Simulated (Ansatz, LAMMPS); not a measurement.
# Electronic structure of amorphous Hg33S25Se8 (66 atoms), part 2 of 2

What does DFT give for amorphous Hg33S25Se8 (66 atoms) as built?

Ansatz 0.2.0; Kohn-Sham DFT, LDA, PAW (set soft_2), plane waves.

The cell: 33 Hg, 25 S and 8 Se. The quench rate of 1000 K/ps is orders of magnitude faster than experiment. The network of bonds at the start is that of the classical potential that made the cell. The Brillouin zone is sampled at Γ only, in a cell whose shortest periodic width is 12 Å. Spin–orbit coupling is left out.

So far: The starting structure; Making the structure; Plane-wave single point.

## 3. Plane-wave single point (continued)

Electrostatic potential energy in the bc plane at fractional x = 0.094, with atoms of Hg and S and Se within 0.2 Å of it. With pseudopotentials it is smooth inside the atoms' cores, unlike the true potential.

Values in eV, 13 rows by 16 columns, each cell a mean:
```
 11   6 -11  -2  11   7   3  10  12   8   0   7  12  12   9   7
 13  12  11  11  11  11  12  13  13  11   7  10  13  13  13  13
 13  12  11   7 -17 -16   9  12  13  13  11  11  12  12  12  12
 12  13  12   8 -17 -16   8  10  11  11  -3  -5   8  -2 -15   3
 11  12  12  11  10  11  12  11  11  10   2   1   8 -20 -35 -11
  0   2  10  11  12  13  13  12   6 -14 -11   8  11   5  -2   5
 -5  -8   5  10  10  11  12  11  -3 -35 -33   3  12  12  11   0
 -4  -2   6 -16 -24   1  11  12   9  -4  -2  10  12  11  10   7
 11  11   6 -26 -34  -5  11  13  13  12  13  13  12   8   3   8
 12  12  11   6   3  10  12  13  13  12  12  13  10   7   8  10
 11  13  13  13  12  12  12  12   8 -15 -14   9  12  11   9   8
 -5  10   4   8  11   4  -1   8   7 -20 -19   9  13   9 -17 -30
 -7  -4 -26 -17   8 -12 -27   1  11   9   8  11  13   9 -20 -32
```
Columns run along b (12.0 Å; values clipped at the 3rd and 97th percentile), rows up along c (12.0 Å). Atoms in or near the plane, at fractional coordinates: Hg at (0.61, 0.50), Hg at (0.25, 0.36), Hg at (0.95, 0.07), S at (0.30, 0.76), S at (0.16, 0.02), S at (0.62, 0.14), Se at (0.05, 0.48).

Within 0.4 eV of the Fermi level the largest share is S p (64 % of the projected weight).

## 4. Structure statistics

These statistics describe the geometry on which the runs were made.

Density 7.67 g/cm³, 26.41 Å³ an atom.

Pair distribution functions g(r), in bins of 0.2 Å:

| r (Å) | total | Hg-Hg | Hg-S | Hg-Se | S-S | S-Se | Se-Se |
| --- | --- | --- | --- | --- | --- | --- | --- |
| 2.50 | 0.82 | 0.00 | 2.17 | 0.00 | 0.00 | 0.00 | 0.00 |
| 2.70 | 3.40 | 0.00 | 6.44 | 7.57 | 0.00 | 0.48 | 0.00 |
| 2.90 | 0.96 | 0.00 | 1.10 | 3.24 | 1.02 | 0.00 | 0.00 |
| 3.10 | 0.93 | 0.25 | 0.70 | 0.57 | 3.47 | 0.00 | 2.15 |
| 3.30 | 0.70 | 1.15 | 0.32 | 0.47 | 1.23 | 0.33 | 1.96 |
| 3.50 | 0.80 | 1.67 | 0.33 | 0.42 | 1.07 | 0.00 | 3.49 |
| 3.70 | 0.61 | 1.11 | 0.49 | 0.18 | 0.84 | 0.00 | 0.00 |
| 3.90 | 1.15 | 2.25 | 0.56 | 0.70 | 0.58 | 2.03 | 1.37 |
| 4.10 | 1.26 | 1.92 | 0.90 | 0.79 | 1.59 | 1.24 | 0.00 |
| 4.30 | 1.45 | 1.79 | 1.14 | 0.58 | 2.15 | 1.90 | 1.22 |
| 4.50 | 1.33 | 1.58 | 1.25 | 0.91 | 0.54 | 2.22 | 5.26 |
| 4.70 | 1.12 | 0.76 | 0.95 | 1.18 | 1.72 | 1.72 | 1.96 |
| 4.90 | 0.80 | 0.63 | 0.77 | 0.87 | 1.21 | 0.43 | 1.81 |
| 5.10 | 0.77 | 0.59 | 0.94 | 0.80 | 0.93 | 0.39 | 0.00 |
| 5.30 | 0.78 | 0.59 | 0.75 | 1.12 | 0.95 | 0.85 | 0.00 |
| 5.50 | 0.97 | 0.84 | 1.11 | 1.47 | 0.67 | 0.57 | 0.72 |
| 5.70 | 0.92 | 0.71 | 1.16 | 1.29 | 0.75 | 0.43 | 0.00 |
| 5.90 | 0.76 | 0.65 | 0.82 | 0.99 | 0.64 | 0.60 | 1.24 |

Bonds by pair of elements; cutoffs follow the first minimum of g(r), held within bounds set by covalent radii, and pairs that aren't listed don't count as bonded:

| pair A-B | cutoff (Å) | bonds | mean length (Å) | spread (Å) | shortest (Å) | B about A | A about B |
| --- | --- | --- | --- | --- | --- | --- | --- |
| Hg-S | 3.15 | 90 | 2.72 | 0.148 | 2.54 | 2.73 | 3.6 |
| Hg-Se | 3.18 | 33 | 2.76 | 0.102 | 2.61 | 1 | 4.12 |

The cutoff for Hg-S falls short of the minimum of g(r), so counts run low and odd coordinations can be artefacts.

How many atoms have how many bonded neighbours:

| element | mean | 2 | 3 | 4 | 5 | 6 |
| --- | --- | --- | --- | --- | --- | --- |
| Hg | 3.73 | 2 | 10 | 16 | 5 | 0 |
| S | 3.6 | 4 | 7 | 9 | 5 | 0 |
| Se | 4.12 | 0 | 2 | 4 | 1 | 1 |

Bond angles (no mean is given where the spread exceeds 20°):

| angle | count | mean (°) | spread (°) |
| --- | --- | --- | --- |
| Hg-S-Hg | 129 | - | - |
| S-Hg-S | 100 | - | - |
| S-Hg-Se | 65 | 110 | 17 |
| Hg-Se-Hg | 55 | - | - |
| Se-Hg-Se | 13 | 107 | 15 |

Bond length by coordination (bonds to H left out):

| element | coordination | atoms | mean bond length (Å) |
| --- | --- | --- | --- |
| Hg | 2 | 2 | 2.61 |
| Hg | 3 | 10 | 2.72 |
| Hg | 4 | 16 | 2.71 |
| Hg | 5 | 5 | 2.83 |
| S | 2 | 4 | 2.68 |
| S | 3 | 7 | 2.65 |
| S | 4 | 9 | 2.73 |
| S | 5 | 5 | 2.78 |
| Se | 3 | 2 | 2.73 |
| Se | 4 | 4 | 2.74 |
| Se | 5 | 1 | 2.77 |
| Se | 6 | 1 | 2.84 |

Rings of the network by King's shortest-path rule, up to 12 atoms, one path for each pair of neighbours; H, halogens, alkali and alkaline-earth atoms are left out, and the last column divides by all other atoms, bonded or not:

| ring size (atoms) | rings | per network atom |
| --- | --- | --- |
| 4 | 20 | 0.303 |
| 6 | 59 | 0.894 |
| 8 | 56 | 0.848 |
| 10 | 11 | 0.167 |

For some of the pairs, g(r) has its first main peak near 2.6 Å (Hg-S), 2.7 Å (Hg-Se) and 3.1 Å (S-S). Rings of 6 atoms are the most common (40 % of those counted); sizes run from 4 to 10.

A closer look about Hg12, picked at random: 8 atoms, nearest first, numbered in the order of the input, with positions taken from that point.

| atom | x | y | z | distance (Å) | bonds | Fx | Fy | Fz (eV/Å) |
| --- | --- | --- | --- | --- | --- | --- | --- | --- |
| Hg12 | 0.00 | 0.00 | 0.00 | 0.00 | 4 | -0.15 | -0.46 | -0.13 |
| S47 | -0.29 | -2.33 | 1.01 | 2.56 | 2 | 0.60 | 0.24 | 0.37 |
| Se63 | 0.60 | 1.95 | 1.80 | 2.72 | 5 | 0.01 | 0.10 | -0.06 |
| S40 | -1.28 | 0.69 | -2.32 | 2.74 | 4 | 0.46 | -1.20 | -0.39 |
| S53 | 2.57 | -0.08 | -1.09 | 2.79 | 5 | -0.09 | -0.19 | 0.54 |
| Hg13 | 1.95 | 2.62 | -0.85 | 3.37 | 5 | -0.07 | 0.19 | -0.47 |
| Hg17 | -3.30 | -0.46 | 0.80 | 3.43 | 3 | -0.33 | 0.11 | -0.51 |
| Hg30 | 1.10 | -0.15 | -3.29 | 3.48 | 4 | -0.25 | 0.01 | -0.20 |

The column of bonds counts only the pairs Hg-S within 3.15 Å, Hg-Se within 3.18 Å; other neighbours, such as metal atoms beside each other in a compound, aren't counted, and periodic images can show an atom twice.

## 5. What came out

```json
{"free energy per atom": "-7742.8407 eV/atom", "pressure": "-5.036 GPa", "r.m.s. force component": "0.377 eV/Å", "wall time of the 1 DFT run": "29 s"}
```

7 levels are partly filled, by over 2 % (at Γ alone): at this level the cell shows no clear gap. Levels of broken or missing bonds inside a gap of the host would look the same.

What to keep in mind: The geometry was minimised with a classical potential after classical dynamics and isn't relaxed at this level: its force components are 0.38 eV/Å r.m.s. The pressure of -5.0 GPa belongs to a cell and atoms that aren't relaxed at this level.

[Logs are printed without paths, hosts, clocks, repeated set-up lines and the standing remarks that a program may print on its own settings, such as how far it seeks lower states.]

[Hosts, paths, dates, database ids (printed as entryN), source tags and the programs' standing remarks are cut or masked in the printed files.]
